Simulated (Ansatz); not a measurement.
# ZnNi3C (Pm-3m): following an unstable mode, part 3 of 3

Aim: this structure of ZnNi3C (Pm-3m) is to be tested for unstable modes, and one is followed downhill.

Ansatz 0.2.0; DFT PBEsol, scalar-relativistic, plane waves, PAW; PAW set soft_1.

So far. Step 5 (Energy along the mode, all amplitudes (two of the runs …): The lowest of the steps tried is at 0.08 Å, 0.276 meV/atom below the parent; the bottom of the well need not coincide with a step. Step 7 (The new phase in its own primitive cell): The largest force component left is 0.046 meV/Å and the pressure is 0.000 GPa, within the tolerances set. The cell now holds 10.29 Å³/atom. The relaxed cell has a, b, c = 5.261, 5.266, 7.433 Å (conventional setting).

## 8. Modes of the new phase, k-mesh 10×10×6

A relaxed structure may still be a saddle point, so its zone-centre modes are computed. No field response is asked, since the mesh shows no gap.

Contents of input.yaml:

```yaml
crystal:
  lattice:
    - [2.6302744622, -2.6328149941, 0.0]
    - [2.6302744622, 2.6328149941, 0.0]
    - [0.0, 0.0, 7.4329770345]
  atoms:
    - { symbol: Zn, position: [0.0050521141, 0.9949478859, 0.75] }
    - { symbol: Zn, position: [0.9949478859, 0.0050521141, 0.25] }
    - { symbol: Ni, position: [0.5, 0.0, 0.0] }
    - { symbol: Ni, position: [0.5, 0.0, 0.5] }
    - { symbol: Ni, position: [0.5137185659, 0.4862814341, 0.75] }
    - { symbol: Ni, position: [0.4862814341, 0.5137185659, 0.25] }
    - { symbol: Ni, position: [0.0, 0.5, 0.0] }
    - { symbol: Ni, position: [0.0, 0.5, 0.5] }
    - { symbol: C, position: [0.5, 0.5, 0.0] }
    - { symbol: C, position: [0.5, 0.5, 0.5] }
kpoints:
  mp_grid: { grid: [10, 10, 6] }
hamiltonian:
  xc: pbesol
  pseudopotentials: { kind: paw, azcp: { folder: soft_1 }, xc_functional: pbe }
scf:
  occupations: { method: methfessel_paxton, width: 0.2 }
output:
  eigenvalues: true
phonons:
  method: dfpt
```

Started as:

```console
$ ansatz run input.yaml --threads 4 --pin off --max-ram 10240MiB --backend cpu --events-out ev --progress --plain --runs-dir out
```

Numbers of over 12 decimals in the logs are rounded to 6 here.

Output:

```text
[...]
Crystal: 10 atoms, lattice volume = 102.947 Å³
Basis set: ecut = 420 eV, 2041 PW (Γ), exchange–correlation on 50×50×100 points (8 copies of the dense FFT grid, shifted against one another)
Bands: 84, of which v1, the nominal top of the filled ones, is band 70 counted from 1 (69 counted from 0)
Symmetry: 8 space group operations
k-points: 304 of 600 (irreducible under 1 space group operation, time reversal used)
[...]
SCF iter   1: F=—  HF=-41888.045286 eV  |F-HF|=—  |Δ(HF+E_count)|=         —  Δρ=7.30e-2  dr2=6.79e0  ethr=3.10e-3  ⟨swp⟩=5.1  Hψ=92118  notcnv=0  defer=74
[...]
SCF iter  15: F=-41886.028996 eV  HF=-41886.028996 eV  |F-HF|=0.00e0  |Δ(HF+E_count)|=  7.28e-12  S|Δr|=    0.00e0  Δρ=5.09e-8  dr2=1.71e-12  ethr=1.00e-12  ⟨swp⟩=12.8  Hψ=146076  notcnv=0
SCF 1 converged in 15 iterations: F = -41886.028996 eV  dr2 = 1.71e-12
[...]
DFPT response loops at Γ: preconditioner auto → Kerker (q_TF=auto, 2.872 Å⁻¹) (partly filled bands, converged f_vac=0.000); β = 1.00, the filter's whole step (`scf.mixing.beta` (0.50) is not read by the response loops under this deck's `scf.mixing.preconditioner`; to damp them name `kerker` or `kerker_dos`, under which they read `scf.mixing.beta`, and type it under 1.00, their step now; both keys bind the ground state too); Broyden in place of MSR1
SCF converged after 15 iterations
[...]
Free energy (F): -41886.028996 eV
[...]
Internal energy: -41886.016481 eV  (E = F + TS)
E sigma→0 (E₀):  -41886.025867 eV
Entropy (-TS):   -0.012515 eV (-1.252 meV/atom)
Fermi energy:    16.029157 eV
[...]
--- Band table (eV; the first three rows and the last of 304) ---
  k-point 0: bands = [... 66 lower, 15.2472, 15.2479, 15.2584, 15.5555, 16.2025, 16.2189, 18.9278, 19.2230, ... 10 higher]
  k-point 1: bands = [... 66 lower, 15.2480, 15.2850, 15.3101, 15.5283, 16.1250, 16.1432, 18.9399, 19.2019, ... 10 higher]
  k-point 2: bands = [... 66 lower, 15.2479, 15.4374, 15.4477, 15.4642, 15.9244, 15.9453, 18.9834, 19.1423, ... 10 higher]
  k-point 303: bands = [... 66 lower, 15.4618, 15.4618, 15.8026, 15.8026, 15.8076, 15.8076, 17.4633, 17.4633, ... 10 higher]
--- Phonons (Γ-DFPT): 12 representative perturbations + reference, on 304 of 600 k-points (Σ response iterations 52) ---
  k mesh reduced under 1 symmetry operation, with k and −k counted as one. Each operation leaves every solved perturbation unchanged. A smaller set is not used because it would not reduce the number of displacements times k-points to solve
  ASR residual: 3.868e-5 → 0.000e0 eV/Å²; symmetrization residual: 1.148e-5 eV/Å²
  ASR residual per site (eV/Å²): 2.33e-5 2.33e-5 2.40e-5 2.40e-5 3.87e-5 3.87e-5 2.40e-5 2.40e-5 1.23e-5 1.23e-5
  Γ frequencies (cm⁻¹): 0.00 0.00 0.00 36.12 50.36 64.66 99.74 107.13 109.45 146.94 148.93 151.21 154.06 154.32 156.31 156.62 160.82 163.61 177.51 182.46 188.80 189.37 193.65 314.24 616.79 628.55 631.40 632.43 652.89 732.30
  non-analytic LO–TO correction: not included (Born effective charges unavailable; polar crystals: no LO–TO splitting at Γ)
```

Wall time 22 min (4 threads of Intel Xeon Platinum 8375C at 2.90GHz (Ice Lake), shared host); peak memory 7.2 GiB; 85 min of CPU time.

Numbers from this step:

| Item | Value |
| --- | --- |
| sum-rule residual before enforcement | 3.87e-5 eV/Å² |
| point group | mmm |
| highest optical mode at the zone centre (no LO-TO term) | 732.3 cm⁻¹ |
| lowest optical zone-centre mode | 36.12 cm⁻¹ |

Patterns of degenerate modes are one choice out of their space. The modes at Γ (shares of kinetic energy by element, %):

| mode | frequency (cm⁻¹) | symmetry | Zn % | Ni % | C % |
| --- | --- | --- | --- | --- | --- |
| 1 | 0.0 | acoustic | 26 | 69 | 5 |
| 2 | 0.0 | acoustic | 26 | 69 | 5 |
| 3 | 0.0 | acoustic | 26 | 69 | 5 |
| 4 | 36.1 | B3u | 0 | 99 | 1 |
| 5 | 50.4 | B1g | 17 | 83 | 0 |
| 6 | 64.7 | Ag | 20 | 80 | 0 |
| 7 | 99.7 | B2u | 2 | 96 | 2 |
| 8 | 107.1 | B1u | 0 | 92 | 8 |
| 9 | 109.5 | Au | 0 | 93 | 7 |
| 10 | 146.9 | B1u | 44 | 46 | 10 |
| 11 | 148.9 | B3u | 48 | 44 | 9 |
| 12 | 151.2 | B2u | 43 | 50 | 7 |
| 13 | 154.1 | B3g | 100 | 0 | 0 |
| 14 | 154.3 | B1g | 83 | 17 | 0 |
| 15 | 156.3 | Au | 0 | 99 | 1 |
| 16 | 156.6 | Ag | 80 | 20 | 0 |
| 17 | 160.8 | B3u | 5 | 95 | 0 |
| 18 | 163.6 | B2u | 11 | 89 | 0 |
| 19 | 177.5 | B1u | 21 | 72 | 7 |
| 20 | 182.5 | Au | 0 | 89 | 11 |
| 21 | 188.8 | B3u | 21 | 72 | 7 |
| 22 | 189.4 | B2u | 19 | 74 | 7 |
| 23 | 193.7 | B1u | 9 | 80 | 11 |
| 24 | 314.2 | B3g | 0 | 100 | 0 |
| 25 | 616.8 | B1u | 0 | 21 | 79 |
| 26 | 628.5 | B2u | 0 | 20 | 80 |
| 27 | 631.4 | Au | 0 | 19 | 81 |
| 28 | 632.4 | B3u | 0 | 21 | 79 |
| 29 | 652.9 | B1u | 0 | 19 | 81 |
| 30 | 732.3 | B2u | 0 | 1 | 99 |

Displacements in mode 4 (36.1 cm⁻¹), the largest set to 1:
```
Zn1  0.01  0.00  0.00
Zn2  0.01  0.00  0.00
Ni3 -0.10 -0.10 -1.00
Ni4 -0.10 -0.10  1.00
Ni5  0.25  0.00  0.00
Ni6  0.25  0.00  0.00
Ni7 -0.10  0.10  1.00
Ni8 -0.10  0.10 -1.00
C9  -0.27  0.00  0.00
C10 -0.27  0.00  0.00
```

Displacements in mode 14 (154.3 cm⁻¹), the largest set to 1:
```
Zn1 -1.00  0.00  0.00
Zn2  1.00  0.00  0.00
Ni3  0.00  0.00  0.00
Ni4  0.00  0.00  0.00
Ni5  0.47  0.00  0.00
Ni6 -0.47  0.00  0.00
Ni7  0.00  0.00  0.00
Ni8  0.00  0.00  0.00
C9   0.00  0.00  0.00
C10  0.00  0.00  0.00
```

Before it was imposed, the acoustic sum rule was missed by 3.9e-5 eV/Å². Small misses are needed for a sound result but don't prove that mesh and cutoff are converged. The lowest optical mode is real, 36.1 cm⁻¹.

## 9. Summary of results

| Property | Result |
| --- | --- |
| unstable mode of the parent | q = (0, 0, -0.5), 48i cm⁻¹ |
| depth at the lowest point sampled | 0.276 meV/atom |
| largest atomic shift at that point | 0.08 Å |
| space group reached (within 0.01 Å) | Cmcm |
| energy gained over the parent (first relaxation, on the mesh of the frozen mode) | 0.289 meV/atom |
| volume per atom, phase reached | 10.3 Å³ |
| lowest optical zone-centre mode, phase reached | 36.1 cm⁻¹ |
| highest optical mode at the zone centre (no LO-TO term), phase reached | 732 cm⁻¹ |

What this shows: Along this mode the structure falls into Cmcm, 0.289 meV/atom below the parent. At the parent's cell the well is 0.276 meV/atom deep on the steps tried, with its lowest point at a shift of 0.08 Å. Relaxing atoms and cell changes the gain by +0.01 meV/atom against the lowest step (energies at zero smearing). The new phase has no imaginary mode at the zone centre of its cell; other wavevectors were not checked. How so shallow a well moves with the k mesh was not tested. Of the 3 patterns followed to their end from this parent, this one reaches the lowest energy. Another end point lies within 1 meV/atom; how such a difference moves with mesh and cutoff was not tested. Each path keeps the symmetry of its pattern, so a lower phase may lie along a pattern not tried. The q mesh stands for a supercell only 7.4 Å across, so branches between the solved wavevectors are rough. With no gap, or one that is small against the smearing, the frequencies hang on the k mesh and the smearing, most of all near Kohn anomalies. The phonon runs are without spin polarisation, although Ni often carries a moment. The PAW files were made for PBE and serve the other functionals too.

[Logs are printed without paths, hosts, clocks, repeated set-up lines and the standing remarks that a program may print on its own settings, such as how far it seeks lower states.]

[Hosts, paths, dates, database ids (printed as entryN), source tags and the programs' standing remarks are cut or masked in the printed files.]
